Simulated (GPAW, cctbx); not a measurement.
# BaCr2H2: what bonding does to one electron reflection, worked out

BaCr2H2, P-3m1 (no. 164), a = 3.8618 Å, b = 3.8618 Å, c = 5.9241 Å, α = 90.00°, β = 90.00°, γ = 120.00°.

```
atom  mult.    x    y       z
 Ba1      1    0    0       0
 Cr1      2  2/3  1/3  0.5250
  H1      2  2/3  1/3  0.8030
```

The cell comes from substitution in a known structure type and wasn't matched to any measured phase.

A DFT run (GPAW, PBE, 550 eV, 7×7×4 k-points (along the axes of the calculation cell), Fermi–Dirac width 0.1 eV, spin-polarised) gives the static X-ray structure factor of 1 0 -2 as 18.563 e for the conventional cell; superposed free atoms give 17.974 e. **Problem.** Find the Fourier component V of the crystal potential and the two-beam extinction distance at 200 kV in both cases.

## Step 1: Geometry

The cell volume is Ω = 76.51 Å³ and d(1 0 -2) = 2.2174 Å, so g = 1/d = 0.4510 Å⁻¹.

## Step 2: The nuclei

Electrons feel nuclei as well as electrons, so the nuclear charges are summed with the same phases.

Phase sums Σ exp(2πi h·x), turned so that the total is real and positive: Ba +1.000, Cr -1.487, H +1.856. Then F_Z = 56 × (+1.000) + 24 × (-1.487) + 1 × (+1.856) = 22.18 e. The electron term has the same sign for this reflection.

## Step 3: Mott–Bethe

Poisson's equation, term by term, gives V = (e/4πε₀)(F_Z − F)/(πΩg²), with e/4πε₀ = 14.3996 V Å.

The prefactor is 14.3996 × 2.2174²/(π × 76.51) = 0.29455 V per electron. Free atoms: (22.18 − 17.974) × 0.29455 = 1.238 V. Crystal: (22.18 − 18.563) × 0.29455 = 1.064 V. F changes by +3.28 % and V by -14.0 %: the same 0.59 e is measured against F_Z − F = 4.2 e in place of F = 18.0 e.

## Step 4: Extinction distance

In the two-beam case ξ = 1/(λU) with U = 2γm₀eV/h², that is ξ = 150.41 V Å²/(γλV).

At 200 kV, λ = 0.02508 Å and γ = 1.3914. Free atoms: ξ = 3483 Å. Crystal: ξ = 4050 Å. The thickness fringes go as sin²(πt/ξ), so the two patterns slip by a quarter of a period when t|1/ξ₁ − 1/ξ₀| = 1/4, at t ≈ 621 nm. Thermal motion, absorption and many-beam coupling, left out here, change a real pattern.

## Step 5: Answer

V(1 0 -2) is 1.06 V against 1.24 V, and ξ is 4050 against 3483 Å. Limits: static atoms, two beams.

[Outputs are excerpts: Python notices, other lines and further rows are left out; steps that failed or that the build refused (PBEsol, TPSS) are not shown.]

[Logs are printed without paths, hosts, clocks, repeated set-up lines and the standing remarks that a program may print on its own settings, such as how far it seeks lower states.]
